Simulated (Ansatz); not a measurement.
# Electron scattering at the twin(10-11) boundary in hcp Ru, starting shift (0.33, 0), part 2 of 2

How much does the twin(10-11) boundary in hcp Ru, starting shift (0.33, 0) reflect electrons?

Ansatz 0.2.0; Ansatz plane-wave DFT, PBE, PAW files; relaxation of a bicrystal slab with its lowest layers held; PAW set soft_1 (the session's first sound run).

So far. Step 2 (Relaxing the bicrystal): The largest force component on a free atom ends at 0.021 eV/Å, under the tolerance of 0.03, after 8 steps.

**3. Transmission across the boundary**

Bulk layers of each grain are laid under and over the relaxed boundary, and a lead is named in the middle of each, away from the free faces. The mesh across the current, 24×24, is finer than the density's, because channels open and close sharply across the zone. Energies from -0.1 to 0.1 eV in steps of 0.05 eV are too few for the program's thermal sum, so it prints no conductance; for a metal the transmission near the Fermi level serves, at a fraction of the cost.

This step: Ansatz plane-wave DFT, PBE, PAW files; ballistic transport by layer matching (Landauer), zero bias; boundary relaxed in a short slab, bulk layers laid on; PAW set soft_1 (Ansatz 0.2.0).

System of this step: twin(10-11) boundary in hcp Ru, starting shift (0.33, 0). The cell holds 44 atoms: 44 Ru. Its edges and angles: a = 5.065 Å, b = 2.706 Å, c = 51.773 Å, α = 90.0°, β = 90.0°, γ = 74.5°. It derives from Ru. Regions: lower grain, 18 atoms (18 Ru); boundary, 12 atoms (12 Ru); upper grain, 14 atoms (14 Ru). Vacuum lies along c.

File input.yaml:

```yaml
crystal:
  lattice:
    - [5.0651773167, 0.0, 0.0]
    - [0.7227144463, 2.6074963987, 0.0]
    - [0.0, 0.0, 51.7729456801]
  atoms:
    - { symbol: Ru, position: [3.515594724, -6.4661306953, 0.0772604291] }
    - { symbol: Ru, position: [2.9771836862, -7.1969251765, 0.0838778086] }
    - { symbol: Ru, position: [3.285128497, -5.8508975818, 0.116964706] }
    - { symbol: Ru, position: [2.7467174592, -6.581692063, 0.1235820855] }
    - { symbol: Ru, position: [3.05466227, -5.2356644683, 0.1566689829] }
    - { symbol: Ru, position: [2.5162512322, -5.9664589495, 0.1632863624] }
    - { symbol: Ru, position: [2.824196043, -4.6204313548, 0.1963732599] }
    - { symbol: Ru, position: [2.2857850052, -5.351225836, 0.2029906393] }
    - { symbol: Ru, position: [2.593729816, -4.0051982413, 0.2360775368] }
    - { symbol: Ru, position: [2.0553187782, -4.7359927225, 0.2426949163] }
    - { symbol: Ru, position: [2.363263589, -3.3899651278, 0.2757818137] }
    - { symbol: Ru, position: [1.8248525512, -4.120759609, 0.2823991932] }
    - { symbol: Ru, position: [2.132797362, -2.7747320143, 0.3154860906] }
    - { symbol: Ru, position: [1.5943863242, -3.5055264955, 0.3221034701] }
    - { symbol: Ru, position: [1.902331135, -2.1594989008, 0.3551903675] }
    - { symbol: Ru, position: [1.3639200972, -2.890293382, 0.361807747] }
    - { symbol: Ru, position: [1.671864908, -1.5442657873, 0.3948946444] }
    - { symbol: Ru, position: [1.1334538702, -2.2750602685, 0.4015120239] }
    - { symbol: Ru, position: [0.441398681, 0.0709673262, 0.4345989213] }
    - { symbol: Ru, position: [0.9029876432, 0.340172845, 0.4412163008] }
    - { symbol: Ru, position: [0.2110645917, 0.6862214163, 0.4747703973] }
    - { symbol: Ru, position: [0.6713114551, 0.9564864965, 0.4811943211] }
    - { symbol: Ru, position: [0.9739056333, 0.3054561877, 0.5144394114] }
    - { symbol: Ru, position: [0.4383179443, 0.5737020108, 0.5220749424] }
    - { symbol: Ru, position: [0.7591272575, 0.9134851227, 0.5557634315] }
    - { symbol: Ru, position: [0.2195304716, 0.1834191057, 0.5604654945] }
    - { symbol: Ru, position: [0.886529752, 0.3512166354, 0.5987961933] }
    - { symbol: Ru, position: [0.4393164493, 0.0747656333, 0.6039674927] }
    - { symbol: Ru, position: [0.1336718894, 0.727710338, 0.6376553194] }
    - { symbol: Ru, position: [0.6687421069, 0.4588445075, 0.6453465661] }
    - { symbol: Ru, position: [1.3624677062, -1.8873529313, 0.6778965299] }
    - { symbol: Ru, position: [1.900878744, -1.1565584501, 0.6845139094] }
    - { symbol: Ru, position: [1.5929339332, -2.5025860448, 0.7176008068] }
    - { symbol: Ru, position: [2.131344971, -1.7717915636, 0.7242181863] }
    - { symbol: Ru, position: [1.8234001602, -3.1178191583, 0.7573050837] }
    - { symbol: Ru, position: [2.361811198, -2.3870246771, 0.7639224632] }
    - { symbol: Ru, position: [2.0538663872, -3.7330522718, 0.7970093607] }
    - { symbol: Ru, position: [2.592277425, -3.0022577906, 0.8036267401] }
    - { symbol: Ru, position: [2.2843326142, -4.3482853853, 0.8367136376] }
    - { symbol: Ru, position: [2.822743652, -3.6174909041, 0.8433310171] }
    - { symbol: Ru, position: [2.5147988412, -4.9635184988, 0.8764179145] }
    - { symbol: Ru, position: [3.053209879, -4.2327240176, 0.883035294] }
    - { symbol: Ru, position: [2.7452650682, -5.5787516123, 0.9161221914] }
    - { symbol: Ru, position: [3.283676106, -4.8479571311, 0.9227395709] }
kpoints:
  mp_grid: { grid: [10, 10, 1] }
hamiltonian:
  xc: pbe
  pseudopotentials: { kind: paw, azcp: { folder: soft_1 } }
scf:
  occupations: { method: fermi_dirac, width: 0.1 }
output:
  transmission:
    leads: [[10, 12], [34, 36]]
    kmesh: [24, 24]
    e_range: [-0.1, 0.1]
    de: 0.05
  write_potential: true
  write_density: true
  volumetric_format: npy
  elf: true
```

Started as:

```bash
$ ansatz run input.yaml --threads 4 --pin off --max-ram 15360MiB --backend cpu --events-out ev --progress --plain --runs-dir out
```

Numbers of over 12 decimals in the logs are rounded to 6 here.

Output:

```text
[...]
Crystal: 44 atoms, lattice volume = 683.788 Å³
Basis set: ecut = 420 eV, 13489 PW (Γ)
Bands: 423, of which v1, the nominal top of the filled ones, is band 352 counted from 1 (351 counted from 0)
Symmetry: 1 space group operations
[...]
k-points: 52 of 100 (time reversal used)
[...]
SCF iter   1: F=—  HF=-258686.368550 eV  |F-HF|=—  |Δ(HF+E_count)|=         —  Δρ=1.12e-1  dr2=1.99e2  ethr=3.10e-3  ⟨swp⟩=6.5  Hψ=77102  notcnv=0  defer=2
[...]
SCF iter  12: F=-258658.786228 eV  HF=-258658.786228 eV  |F-HF|=2.46e-8  |Δ(HF+E_count)|=   8.32e-9  Δρ=1.20e-6  dr2=3.23e-8  ethr=1.42e-11  ⟨swp⟩=2.2  Hψ=38603  notcnv=0
SCF 1 converged in 12 iterations: F = -258658.786228 eV  dr2 = 3.23e-8
[...]
transmission: 1972 of 19720 steps passed
transmission: 3944 of 19720 steps passed
[...]
transmission: 19720 of 19720 steps passed
WARN: The input density's exchange-correlation potential varies sharply where the density is thin. Do not read a vacuum level from v_tot or v_xc, or from such a field of the output density. On a cell that repeats whose density bears no net charge and no dipole along the vacuum's axis use v_es (v_loc + v_h of the components); under efield.dipole_correction with no amplitude use v_es + v_field, which holds any external [...]
SCF converged after 12 iterations
the last check of whether an eigenvalue changes by more than its tolerance under the output density was not made (no_room)
Free energy (F): -258658.786228 eV
[...]
Internal energy: -258657.398558 eV  (E = F + TS)
E sigma→0 (E₀):  -258658.092393 eV
Entropy (-TS):   -1.387670 eV (-31.538 meV/atom)
Fermi energy:    19.784904 eV
[...]
--- Band table (eV; the first three rows and the last of 52) ---
  k-point 0: bands = [... 348 lower, 19.2249, 19.2621, 19.3005, 19.3090, 19.3340, 19.3736, 19.3864, 19.4209, ... 67 higher]
  k-point 1: bands = [... 348 lower, 19.0794, 19.1033, 19.1409, 19.1618, 19.1874, 19.2109, 19.2201, 19.2568, ... 67 higher]
  k-point 2: bands = [... 348 lower, 18.9129, 18.9254, 18.9491, 18.9835, 19.0058, 19.0705, 19.1053, 19.1272, ... 67 higher]
  k-point 51: bands = [... 348 lower, 20.5485, 20.5496, 20.5902, 20.6064, 20.6603, 20.7278, 20.7434, 20.7565, ... 67 higher]
--- Transmission ---
  basis      : 117 plane waves across, 68 finite elements along
  points     : 290, standing for a mesh of 24 x 24
  energies   : 5 from -0.100000 to 0.100000 eV about the Fermi level, 0.050000 eV apart; the leads are filled to 0.000000 eV, and channels, transmission and decay are at 0.000000 eV
  crystal 0  : Ru2, at the sites [10, 12], period 2.0556 Å, over 20.56 Å; its Hamiltonian steps by up to 2.4 meV
    offset         : up to 0.0000 Å between an atom of the period and one for which it stands
    channels       : 2.791667e0 a spin
    conductance    : none, the energies end too early or step too widely for 300 K: set another output.transmission.e_range or a lower de, or, where they end at an eighth of basis.ecutwfc, a higher one
[...]
channels       : 2.798611e0 a spin
[...]
junction   : crystal 0 to crystal 1, 14.45 to 41.43 Å
    transmission   : 1.523792e0 a spin
[...]
```

Wall time 35 min (4 threads of Arm Neoverse V1, shared host); peak memory 12 GiB.

This step gave:

```yaml
free_energy: -258658.7862 eV
energy_at_zero_smearing: -258658.0924 eV
fermi_energy: 19.78 eV
cell_area: 13.21 Å²
transmission_per_spin_nearest_the_fermi_level: 1.524
open_channels_per_spin_nearest_the_fermi_level: 2.792
open_channels_per_spin_upper_lead: 2.799
step_of_the_lead_s_potential: 2.4 meV
step_of_the_upper_lead_s_potential: 34.4 meV
```

Per spin. Transmission, zone mean against energy, zero at the Fermi level:

| energy (eV) | transmission, zone mean |
| --- | --- |
| -0.1000 | 1.48 |
| -0.0500 | 1.51 |
| 0.0000 | 1.52 |
| 0.0500 | 1.57 |
| 0.1000 | 1.56 |

Per spin. Table of open channels, zone mean by energy, zero at the Fermi level:

| energy (eV) | lead | upper lead |
| --- | --- | --- |
| -0.1000 | 2.75 | 2.75 |
| -0.0500 | 2.78 | 2.79 |
| 0.0000 | 2.79 | 2.80 |
| 0.0500 | 2.79 | 2.79 |
| 0.1000 | 2.76 | 2.76 |

Transmission over k1 and k2. At 0.0000 eV from the Fermi level.

Ten even steps from '0' (0.00) to '9' (4.23):
```
321244442123333345543333
211244421123323334333233
120133102112223322332221
000000000001211111111100
221111222222211111122222
311011344433222122233444
411114554433211112334454
431345555432221222345554
444445554432222223445554
454455555433444334555554
555556666987887896666555
655456669988888996665455
555566669878878966665555
445555543344433455555445
445554432222223445554444
445554322212223455554313
445443321111233445541111
344433222122233444311011
222222111111222222211112
000111111111210000000000
112223322332221120133102
233233343332332112444211
333334554333332124444212
332244444223332244444223
```
Columns: k1 (b1) from -0.5 to 0.458; rows upwards: k2 (b2) from -0.5 to 0.458.

Open channels over k1 and k2. At 0.0000 eV from the Fermi level.

Values, 12 rows by 16 columns, each cell a mean:
```
2.17 1.17 2.33 3.00 2.83 1.83 1.33 2.67 3.17 3.17 3.17 3.83 3.50 3.17 3.17 3.17
1.17 1.17 1.67 2.00 1.33 1.33 1.00 1.00 2.00 2.67 2.83 2.50 2.83 2.17 1.33 1.00
2.33 1.67 1.17 1.50 2.50 2.83 3.00 3.00 2.50 2.17 2.50 2.17 2.67 3.00 3.00 3.00
2.83 2.83 2.83 2.83 3.00 3.00 3.00 3.00 2.00 2.00 2.00 2.33 3.00 3.00 3.00 3.00
3.83 4.17 3.00 3.00 3.00 3.33 3.00 3.67 3.00 3.00 3.17 3.17 3.33 3.00 3.00 3.00
4.33 4.00 3.50 3.83 4.00 4.33 5.00 5.00 5.00 5.00 5.00 4.33 4.00 4.00 3.33 4.00
3.83 3.50 3.17 3.50 3.83 3.83 4.50 4.50 4.50 4.17 4.00 3.67 3.50 3.17 3.67 4.33
3.00 3.00 3.00 3.00 3.00 3.00 2.00 2.00 2.50 3.17 3.00 3.00 3.00 3.00 3.17 3.50
3.00 3.00 3.00 3.00 2.33 2.00 2.00 2.00 2.33 3.00 3.00 3.00 2.83 2.17 2.17 2.17
1.67 2.00 2.17 2.50 2.83 2.83 2.83 2.50 2.33 2.00 2.00 1.67 1.33 1.00 1.00 1.33
1.67 2.00 2.50 2.83 3.00 2.67 3.00 2.67 2.33 1.67 1.17 1.50 2.67 3.00 1.67 1.33
3.00 3.00 2.67 3.33 3.50 3.50 2.50 3.17 3.00 2.33 1.83 2.83 3.00 3.00 1.83 2.17
```
Columns: k1 (b1) from -0.5 to 0.458; rows upwards: k2 (b2) from -0.5 to 0.458.

Valence density in the ca plane at fractional y = 0.110, with atoms of Ru within 0.2 Å of it. It is the smooth field of the valence electrons, not physical close to the nuclei.

Values in units of 1e0 e/Å³, 7 rows by 16 columns, each cell a mean:
```
1.2 0.4 0.4 1.4 0.6 1.0 0.5 1.0 1.4 0.5 0.6 0.6 0.3 0.0 0.0 0.0
0.9 0.4 0.4 2.9 1.0 0.7 0.7 0.8 1.0 0.4 0.4 1.1 0.6 0.0 0.0 0.0
0.4 0.6 0.4 0.7 0.4 3.5 4.2 0.3 0.4 3.0 1.4 0.4 0.3 0.0 0.0 0.0
1.0 0.4 0.2 0.3 0.3 2.3 2.8 0.3 0.5 6.7 2.9 0.6 0.8 0.1 0.0 0.0
2.0 0.7 0.6 0.3 0.3 0.4 0.4 0.4 0.3 1.4 0.7 3.5 5.9 0.2 0.0 0.0
0.6 3.8 3.7 0.3 0.4 2.2 0.9 0.4 0.3 0.3 0.4 2.4 4.0 0.1 0.0 0.0
0.4 2.6 2.5 0.3 0.5 5.0 1.7 0.4 0.4 0.5 0.7 0.4 0.4 0.1 0.0 0.0
```
Columns run along c (16.0 Å, from fractional 0.69 to 1.00 of the cell), rows up along a (5.1 Å). Atoms in or near the plane, at fractional coordinates: Ru at (0.88, 0.51), Ru at (0.92, 0.28).

Electrostatic potential energy in the ca plane at fractional y = 0.110, with atoms of Ru within 0.2 Å of it. With pseudopotentials it is smooth inside the atoms' cores, unlike the true potential.

Ten even steps from '0' (-58 eV) to '9' (25 eV), each cell a mean:
```
57998889877898656899865789877898899999999999
47899998744689988999744689988987678999999999
57899998622589988899865789999986568999999999
88988898744689864579988898889987678999999999
99988899887899620058999986346898899999999999
89988899999998510048999972003799999999999999
58999999999999731268999961002799878999999999
27999999999999987789999984115887314799999999
27988789999999999999999998778984000589999999
58873237999999878899989999999984000589999999
89850005899998523789999999999997324799999999
99851016899996200489999999888899878999999999
88985458999997301589988899867899999999999999
```
Columns run along c (16.0 Å, from fractional 0.69 to 1.00 of the cell; values clipped at the 3rd and 97th percentile), rows up along a (5.1 Å). Atoms in or near the plane, at fractional coordinates: Ru at (0.88, 0.51), Ru at (0.92, 0.28).

ELF in the ca plane at fractional y = 0.110, with atoms of Ru within 0.2 Å of it. It is the smooth field of the valence electrons, not physical close to the nuclei.

Values, 7 rows by 16 columns, each cell a mean:
```
0.34 0.27 0.28 0.36 0.29 0.34 0.28 0.32 0.36 0.27 0.27 0.27 0.25 0.17 0.04 0.00
0.32 0.25 0.27 0.49 0.32 0.30 0.31 0.30 0.33 0.27 0.28 0.34 0.27 0.13 0.04 0.00
0.29 0.27 0.26 0.29 0.28 0.46 0.49 0.25 0.26 0.45 0.34 0.27 0.28 0.21 0.05 0.00
0.32 0.29 0.25 0.27 0.29 0.41 0.43 0.26 0.27 0.56 0.43 0.30 0.31 0.16 0.05 0.00
0.40 0.30 0.27 0.29 0.29 0.29 0.29 0.29 0.29 0.34 0.30 0.46 0.55 0.14 0.03 0.00
0.30 0.48 0.47 0.26 0.27 0.42 0.31 0.27 0.25 0.25 0.28 0.41 0.50 0.12 0.03 0.00
0.28 0.43 0.43 0.25 0.27 0.55 0.38 0.29 0.27 0.27 0.28 0.28 0.29 0.17 0.04 0.00
```
Columns run along c (16.0 Å, from fractional 0.69 to 1.00 of the cell), rows up along a (5.1 Å). Atoms in or near the plane, at fractional coordinates: Ru at (0.88, 0.51), Ru at (0.92, 0.28).

Over the solved energies the transmission per spin lies between 1.48 and 1.57, out of 2.77 channels of the lead on average (up to 2.79). The log calls the step of a lead's potential too much.

**4. Specific resistance**

This step: Ansatz plane-wave DFT, PBE, PAW files; ballistic transport by layer matching (Landauer), zero bias; specific resistance of the boundary; PAW set soft_1 (Ansatz 0.2.0).

Numbers from this step:

```yaml
area_resistance: 0.5003 fΩ m²
t_over_the_leads_mean_channel_count: 0.5510
```

Averaged over the energies near the Fermi level, 55.1 % of the channels pass, which makes 0.500 fΩ m².

By hand, with T and the leads' channels N averaged over the energies near the Fermi level: RA = A (h/2e²)(1/T − ½[1/N₁ + 1/N₂]) = 13.21×10⁻²⁰ m² × 12 906 Ω × (1/1.530 − ½[1/2.774 + 1/2.778]) = 0.500 fΩ m².

**5. Summary of results**

```yaml
specific_resistance_of_the_boundary: 0.500 fΩ m²
share_of_channels_that_pass: 0.551
```

In words: The boundary has a specific resistance of 0.50 fΩ m². The boundary reflects 45 % of the channels; 0.50 fΩ m² is 5.0×10⁻¹² Ω·cm². In the relaxation the upper grain slid sideways by about 0.8 Å, so the result belongs to the position that it found, not to the starting one. One starting structure was relaxed; another shift or atom count at the boundary may lie lower. A lead's potential steps by up to 34 meV from period to period, which the log calls too much, so longer leads could move the result.

[Logs are printed without paths, hosts, clocks, repeated set-up lines and the standing remarks that a program may print on its own settings, such as how far it seeks lower states.]

[Hosts, paths, dates, database ids (printed as entryN), source tags and the programs' standing remarks are cut or masked in the printed files.]
